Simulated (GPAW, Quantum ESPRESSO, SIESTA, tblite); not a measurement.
**Quantum ESPRESSO on twisted graphene bilayer, 50.57° (148 atoms): settings compared**

How far do other settings of Quantum ESPRESSO move the forces in twisted graphene bilayer, 50.57° (148 atoms)? One run of the same program serves as the yardstick.

Main program and level: Quantum ESPRESSO 7.5; the method is named at each step.

## Step 1: Starting point

The cell holds 148 atoms: 148 C. Cell: a = 14.964 Å, b = 14.964 Å, c = 15.530 Å, α = 90.0°, β = 90.0°, γ = 120.0°. It derives from C (graphene). Graphene (a = 2.46 Å) under graphene (a = 2.46 Å), bilayer, commensurate cell of 37 unit cells a layer, twist 50.57 deg; facing planes 3.53 Å apart as built; 12 Å of vacuum; minimised with a classical potential. Then every atom was moved at random, 0.05 Å r.m.s. a Cartesian component. Regions: layer 1, 74 atoms (74 C); layer 2, 74 atoms (74 C). Vacuum lies along c.

The yardstick, on the same geometry:

| Quantity | Value |
| --- | --- |
| method | Kohn-Sham DFT, PBE, SSSP efficiency 1.3.0 pseudopotentials, plane waves (Quantum ESPRESSO 7.5); sssp-pbe-1.3.0-efficiency, cutoffs 45/360 Ry, Γ point |
| r.m.s. force component | 3.502 eV/Å |
| longest force | 19.08 eV/Å |
| time | 4.2 min on 8 MPI ranks of Arm Neoverse V2, shared host |
| CPU time | 34 min |

## Step 2: PBE, sssp-1.3.0-efficiency, 45/360 Ry, paro

Method: Kohn-Sham DFT, PBE, SSSP efficiency 1.3.0 pseudopotentials, plane waves.

File pw.in:

```
&control
  calculation = 'scf'
  pseudo_dir = './pseudo'
  outdir = './tmp'
  disk_io = 'none'
  tprnfor = .true.
/
&system
  ibrav = 0
  nat = 148
  ntyp = 1
  ecutwfc = 45
  ecutrho = 360
  nosym = .true.
  occupations = 'smearing'
  smearing = 'fd'
  degauss = 0.003675
/
&electrons
  conv_thr = 7.4e-07
  electron_maxstep = 100
  mixing_beta = 0.2
  mixing_mode = 'local-TF'
  diagonalization = 'paro'
/
ATOMIC_SPECIES
C 12.011 C.upf
CELL_PARAMETERS angstrom
14.96360 0.00000 0.00000
-7.48180 12.95886 0.00000
0.00000 0.00000 15.53000
ATOMIC_POSITIONS crystal
C 0.12056 0.82511 0.39273
C 0.12522 0.73509 0.38470
C 0.20177 0.01517 0.39327
C 0.21086 0.93311 0.39017
C 0.14466 0.56390 0.39271
C 0.15024 0.46862 0.38893
C 0.22319 0.74824 0.39013
C 0.23190 0.65843 0.38995
C 0.30687 0.93163 0.39572
C 0.31422 0.84896 0.39714
C 0.09091 0.09513 0.38843
C 0.09726 0.00603 0.38543
C 0.17304 0.29116 0.39586
C 0.18055 0.20397 0.39195
C 0.26101 0.48690 0.38703
C 0.26051 0.38396 0.39384
C 0.33074 0.66625 0.38829
C 0.34208 0.57665 0.39359
C 0.41446 0.85464 0.39582
C 0.42556 0.76327 0.39202
C 0.50078 0.04913 0.38917
C 0.49952 0.95093 0.39069
C 0.27964 0.20391 0.39111
C 0.29270 0.12143 0.38835
C 0.35479 0.39671 0.39000
C 0.36896 0.30843 0.38879
C 0.43516 0.57478 0.39862
C 0.45085 0.50311 0.39454
C 0.51239 0.77196 0.38592
C 0.52595 0.68643 0.38768
C 0.60246 0.96259 0.38703
C 0.61247 0.88108 0.39243
C 0.38341 0.12497 0.38923
C 0.39466 0.03422 0.38817
C 0.46457 0.31482 0.39577
C 0.47687 0.22891 0.39104
C 0.55002 0.50895 0.39283
C 0.56021 0.41715 0.39012
C 0.63532 0.69459 0.38929
C 0.63860 0.60041 0.39451
C 0.71269 0.88058 0.38672
C 0.72685 0.79441 0.38996
C 0.79071 0.07227 0.38760
C 0.79978 0.98446 0.39215
C 0.57850 0.24098 0.38349
C 0.58777 0.14600 0.38827
C 0.65439 0.42343 0.38678
C 0.67218 0.33532 0.38767
C 0.73720 0.60773 0.39205
C 0.74394 0.52026 0.38482
C 0.81949 0.80036 0.38982
C 0.82782 0.70711 0.39501
C 0.89934 0.99388 0.38842
C 0.91641 0.90387 0.38571
C 0.68252 0.14977 0.39330
C 0.69327 0.06533 0.39093
[... 88 atom lines left out ...]
C 0.95606 0.51258 0.61348
C 0.96504 0.60400 0.60800
C 0.99103 0.80033 0.60837
C 0.98347 0.89228 0.61340
K_POINTS gamma
```

Launch:

```console
$ OMP_NUM_THREADS=1 mpirun -np 4 pw.x -in pw.in > output.txt
```

Output:

```text
Program PWSCF
     gamma-point specific algorithms are used
     one sub-group per band group will be used
     scalapack distributed-memory algorithm (size of sub-group:  2*  2 procs)
     Parallelization info
     sticks:   dense  smooth     PW     G-vecs:    dense   smooth      PW
     Min        4956    2480    619               586020   207188   25904
     Max        4959    2482    620               586026   207198   25905
     Sum       19831    9925   2479              2344095   828773  103617
     bravais-lattice index     =            0
     lattice parameter (alat)  =      28.2771  a.u.
     unit-cell volume          =   20322.2105 (a.u.)^3
     number of atoms/cell      =          148
     number of atomic types    =            1
     number of electrons       =       592.00
     number of Kohn-Sham states=          355
     kinetic-energy cutoff     =      45.0000  Ry
     charge density cutoff     =     360.0000  Ry
     scf convergence threshold =      7.4E-07
     mixing beta               =       0.2000
     number of iterations used =            8  local-TF  mixing
     Exchange-correlation= SLA  PW   PBX  PBC
                           (   1   4   3   4   0   0   0)
     crystal axes: (cart. coord. in units of alat)
               a(1) = (   1.000000   0.000000   0.000000 )
               a(2) = (  -0.500000   0.866026   0.000000 )
               a(3) = (   0.000000   0.000000   1.037852 )
     reciprocal axes: (cart. coord. in units 2 pi/alat)
               b(1) = (  1.000000  0.577350 -0.000000 )
               b(2) = (  0.000000  1.154700  0.000000 )
               b(3) = (  0.000000 -0.000000  0.963529 )
     PseudoPot. # 1 for C :
     Pseudo is Projector augmented-wave + core cor, Zval =  4.0
     atomic species   valence    mass     pseudopotential
     C                 4.00    12.01100     C ( 1.00)
     No symmetry found
   Cartesian axes
     number of k points=     1  Fermi-Dirac smearing, width (Ry)=  0.0037
                       cart. coord. in units 2pi/alat
        k(    1) = (   0.0000000   0.0000000   0.0000000), wk =   2.0000000
     Dense  grid:  1172048 G-vectors     FFT dimensions: ( 180, 180, 180)
     Smooth grid:   414387 G-vectors     FFT dimensions: ( 125, 125, 125)
     Check: negative core charge=   -0.000007
     Initial potential from superposition of free atoms
     starting charge     591.9938, renormalised to     592.0000
     negative rho (up, down):  2.738E-03 0.000E+00
     Starting wfcs are  592 randomized atomic wfcs
     Self-consistent Calculation
     iteration #  1     ecut=    45.00 Ry     beta= 0.20
     ParO style diagonalization
     negative rho (up, down):  1.087E-05 0.000E+00
     total energy              =   -2732.71274032 Ry
     estimated scf accuracy    <      15.93433675 Ry
     iteration #  2     ecut=    45.00 Ry     beta= 0.20
     ParO style diagonalization
     negative rho (up, down):  6.387E-08 0.000E+00
     total energy              =   -2726.07649802 Ry
     estimated scf accuracy    <      11.81752458 Ry
     iteration #  3     ecut=    45.00 Ry     beta= 0.20
     ParO style diagonalization
     total energy              =   -2727.80043996 Ry
     estimated scf accuracy    <       0.69536770 Ry
     iteration #  4     ecut=    45.00 Ry     beta= 0.20
     ParO style diagonalization
     total energy              =   -2727.66030987 Ry
     estimated scf accuracy    <       0.75595227 Ry
     iteration #  5     ecut=    45.00 Ry     beta= 0.20
     ParO style diagonalization
     total energy              =   -2727.58222129 Ry
     estimated scf accuracy    <       0.29293735 Ry
     iteration #  6     ecut=    45.00 Ry     beta= 0.20
     ParO style diagonalization
     total energy              =   -2727.55904911 Ry
     estimated scf accuracy    <       0.11998854 Ry
[...]
negative rho (up, down):  1.073E-01 0.000E+00
[...]
negative rho (up, down):  3.093E-01 0.000E+00
[...]
negative rho (up, down):  1.024E-01 0.000E+00
[...]
total energy              =   -2727.54837467 Ry
[...]
iteration # 15     ecut=    45.00 Ry     beta= 0.20
     ParO style diagonalization
[...]
total energy              =   -2727.54838098 Ry
     estimated scf accuracy    <       0.00000175 Ry
     iteration # 16     ecut=    45.00 Ry     beta= 0.20
     ParO style diagonalization
     negative rho (up, down):  6.766E-03 0.000E+00
     total energy              =   -2727.54838095 Ry
     estimated scf accuracy    <       0.00000100 Ry
     iteration # 17     ecut=    45.00 Ry     beta= 0.20
     ParO style diagonalization
     negative rho (up, down):  6.867E-03 0.000E+00
     End of self-consistent calculation
          k = 0.0000 0.0000 0.0000 ( 51809 PWs)   bands (ev):
   -19.1053 -18.9782 -18.6231 -18.5640 -18.5537 -18.4882 -18.4698 -18.4159
   -18.3611 -18.3436 -18.2864 -18.2327 -18.2128 -18.1654 -17.4012 -17.3218
   -17.2831 -17.2519 -17.2338 -17.1745 -17.1144 -17.1102 -17.0734 -16.9698
   -16.9548 -16.9048 -16.7076 -16.6793 -16.6056 -16.5669 -16.4968 -16.4360
   -16.4102 -16.3735 -16.3179 -16.2871 -16.2122 -16.1562 -15.2666 -15.2319
   -15.0209 -14.9796 -14.9275 -14.9041 -14.8486 -14.8025 -14.7658 -14.7475
[...]
3.6239   3.6875   3.7994   3.8559   3.9162   4.4762   4.6839   4.6882
     4.6946   4.7124   4.7202   4.7433   5.2599   5.2860   5.2992   5.3111
     5.3252   5.3360   5.3520   5.5489   5.6195   5.7130   5.7642   5.7762
     5.8948   5.9128   5.9364
     the Fermi energy is     0.6142 ev
!    total energy              =   -2727.54838124 Ry
     total all-electron energy =    -11276.634859 Ry
     estimated scf accuracy    <       0.00000013 Ry
     smearing contrib. (-TS)   =      -0.00000000 Ry
     internal energy E=F+TS    =   -2727.54838124 Ry
     The total energy is F=E-TS. E is the sum of the following terms:
     one-electron contribution =  -11880.21331631 Ry
     hartree contribution      =    6112.00879659 Ry
     xc contribution           =    -687.80425831 Ry
     ewald contribution        =    4641.33625348 Ry
     one-center paw contrib.   =    -912.87585669 Ry
     convergence has been achieved in  17 iterations
     negative rho (up, down):  6.867E-03 0.000E+00
     Forces acting on atoms (cartesian axes, Ry/au):
     atom    1 type  1   force =    -0.15477679    0.09579458   -0.04587857
     atom    2 type  1   force =     0.01791777   -0.01155787    0.05194739
     atom    3 type  1   force =    -0.18521991    0.17522559   -0.05447910
     atom    4 type  1   force =     0.12278878   -0.27303569    0.03444735
     atom    5 type  1   force =    -0.00312822   -0.16976308   -0.02185212
     atom    6 type  1   force =     0.09080711    0.15550375    0.00265990
[...]
atom  146 type  1   force =    -0.09231784    0.16749772    0.02835286
     atom  147 type  1   force =    -0.29215517   -0.00073298    0.05993014
     atom  148 type  1   force =     0.21307753    0.20544310    0.00476184
     Total force =     2.869631     Total SCF correction =     0.000779
     Message from routine punch:
     Nothing written, as per user request (disk_io='none')
```

Run time: 17 min. Hardware: 4 MPI ranks of Arm Neoverse V2, shared host; peak memory 10 GiB.

Banners, paths, timers and routine set-up lines are dropped from the logs unmarked, and long logs keep their key lines alone; longer cuts are marked.

Against the reference:

| Quantity | Value |
| --- | --- |
| r.m.s. force component | 3.502 eV/Å |
| r.m.s. difference of force components | 0.128 meV/Å |
| longest difference of force vectors | 0.629 meV/Å |
| force difference over r.m.s. force | 0.0037 % |
| slope of forces against the reference's | 1 |
| correlation of force components | 1 |
| energy less the same-level run's | 0 meV/atom |
| r.m.s. force difference from the same-level run | 0.128 meV/Å |

A closer look about C122, which bears the longest force: 12 atoms, nearest first, numbered in the order of the input, with positions taken from that point.

```csv
atom,x,y,z,distance (Å),bonds,Fx,Fy,Fz (eV/Å)
C122,0.00,0.00,0.00,0.00,3,-11.61,-15.13,-0.32
C89,0.68,0.97,-0.01,1.18,3,8.71,15.09,0.50
C121,0.51,-1.37,-0.05,1.46,3,1.10,-1.77,-0.25
C99,-1.49,0.05,-0.03,1.49,3,0.42,-3.50,0.41
C82,2.10,0.87,0.10,2.27,3,0.15,4.44,-1.03
C90,0.07,2.35,-0.06,2.36,3,-3.08,-5.05,0.99
C100,-2.16,1.23,-0.04,2.48,3,-1.50,0.64,0.08
C112,1.96,-1.53,-0.12,2.49,3,-2.19,1.37,1.70
C134,-2.32,-1.17,0.00,2.60,3,2.22,1.11,-0.78
C124,-0.34,-2.63,-0.07,2.65,3,-1.65,6.17,0.73
C81,2.70,-0.32,0.03,2.72,3,1.14,-2.82,-1.02
C97,-1.41,2.36,0.01,2.75,3,4.45,3.79,-0.57
```

Forces lie 0.0037 % from the reference's, at 2.0 times its CPU time (on 4 against 8 cores).

## Step 3: PBE, sssp-1.3.0-efficiency, 25/200 Ry

Method: Kohn-Sham DFT, PBE, SSSP efficiency 1.3.0 pseudopotentials, plane waves.

pw.in, as its differences from that of step 2:

```diff
@@ -11,4 +11,4 @@
   ntyp = 1
-  ecutwfc = 45
-  ecutrho = 360
+  ecutwfc = 25
+  ecutrho = 200
   nosym = .true.
@@ -23,3 +23,3 @@
   mixing_mode = 'local-TF'
-  diagonalization = 'paro'
+  diagonalization = 'david'
 /
```

Output:

```text
[banner, memory and clock lines left out]
Program PWSCF
     gamma-point specific algorithms are used
     one sub-group per band group will be used
[... lines left out ...]
     total energy              =   -2729.04312743 Ry
[... lines left out ...]
     total energy              =   -2722.30039982 Ry
[... lines left out ...]
     total energy              =   -2724.44386710 Ry
[... lines left out ...]
     total energy              =   -2724.13322829 Ry
[... lines left out ...]
     total energy              =   -2724.13323826 Ry
[... lines left out ...]
     the Fermi energy is     0.6579 ev
!    total energy              =   -2724.13325746 Ry
[... lines left out ...]
     The total energy is F=E-TS. E is the sum of the following terms:
     one-electron contribution =  -11873.07490120 Ry
     hartree contribution      =    6107.72713972 Ry
     xc contribution           =    -687.00670230 Ry
     ewald contribution        =    4641.33625530 Ry
     one-center paw contrib.   =    -913.11504899 Ry
     convergence has been achieved in  19 iterations
     negative rho (up, down):  5.005E-03 0.000E+00
     Forces acting on atoms (cartesian axes, Ry/au):
     atom    1 type  1   force =    -0.15679217    0.10599255   -0.04465435
     atom    2 type  1   force =     0.01248099   -0.02042926    0.05025124
     atom    3 type  1   force =    -0.20086034    0.19480458   -0.05343981
[...]
atom  147 type  1   force =    -0.30966308   -0.00565749    0.06046626
     atom  148 type  1   force =     0.22465035    0.20919032    0.00421962
     Total force =     3.061106     Total SCF correction =     0.001202
     Message from routine punch:
     Nothing written, as per user request (disk_io='none')
```

It took 3.1 min on 4 MPI ranks; peak memory 4.5 GiB; 12 min of CPU time.

Compared with the plane-wave run:

| Property | Result |
| --- | --- |
| r.m.s. force component | 3.735 eV/Å |
| r.m.s. difference of force components | 251.5 meV/Å |
| longest difference of force vectors | 920.5 meV/Å |
| force difference over r.m.s. force | 7.183 % |
| slope of forces against the reference's | 1.066 |
| correlation of force components | 0.9997 |
| energy less the same-level run's | 314 meV/atom |
| r.m.s. force difference from the same-level run | 251.5 meV/Å |

This is a coarse setting, run to see what it loses.

Against the first run (0.0037 %), the force difference from the reference is 7.2 %, at 0.18 times the CPU time.

## Step 4: The ladder

Differences are against the plane-wave reference, forces as r.m.s. over components; share is that over the reference's r.m.s. force, slope the least-squares factor from reference forces to these. Total energies of different programs have different zeros and aren't compared.

```csv
run,"Δ force, r.m.s. (meV/Å)",share (%),slope,cores,CPU time,memory (GiB)
reference,-,-,-,8,34 min,11
"QE PBE, sssp-1.3.0-efficiency, 45/360 Ry, paro",0.128,0.0037,1.000,4,67 min,10
"QE PBE, sssp-1.3.0-efficiency, 25/200 Ry (coarse)",252,7.18,1.066,4,12 min,4.5
```

Rows marked coarse were listed beforehand as settings not expected to be converged; some can still land near the reference.

CPU time is summed over cores on a shared host, where runs went side by side, so it is rough. Symmetry, cutoffs, thresholds, outputs and thread counts weren't matched or tuned between programs; memory under MPI is the largest rank's times the ranks.

Within one program, basis, potentials and functional, energies share a zero. Each run against its twin at the usual cutoff or grid and solver:

```csv
run,twin,Δ energy (meV/atom),"Δ force, r.m.s. (meV/Å)",CPU time over the twin's
"QE PBE, sssp-1.3.0-efficiency, 45/360 Ry, paro","sssp-1.3.0-efficiency, 45/360 Ry",0,0.128,2.0 (this twin ran on 8 cores)
"QE PBE, sssp-1.3.0-efficiency, 25/200 Ry","sssp-1.3.0-efficiency, 45/360 Ry",314,252,0.37 (this twin ran on 8 cores)
```

## Step 5: Results

```yaml
nearest_in_forces: QE PBE, sssp-1.3.0-efficiency, 45/360 Ry, paro, 0.0037 %
its_cpu_time: 67 min
```

With the reference's own potentials and cutoffs, another solver or threshold moves forces by 0.0037 % (QE PBE, sssp-1.3.0-efficiency, 45/360 Ry, paro). Runs with settings chosen to be coarse differ by 7.2 % (QE PBE, sssp-1.3.0-efficiency, 25/200 Ry). One electronic-structure run takes under half the reference's CPU time: QE PBE, sssp-1.3.0-efficiency, 25/200 Ry, at 7.2 % in 12 min against 34 min. The reference's PBE has no dispersion term, which matters for the binding between molecules or layers. One k-point is far too coarse for the carbon or group-IV sheet, and it can put spurious forces of up to about 1 eV/Å on the sheet's atoms. The electronic-structure runs sample only Γ, in a cell whose shortest periodic width is 13 Å.

[Also dropped from logs without a mark: logging warnings of Python, and SIESTA's first energy breakdown and zero terms.]

[Logs are printed without paths, hosts, clocks, repeated set-up lines and the standing remarks that a program may print on its own settings, such as how far it seeks lower states.]

[Hosts, paths, dates, database ids (printed as entryN), source tags and the programs' standing remarks are cut or masked in the printed files.]
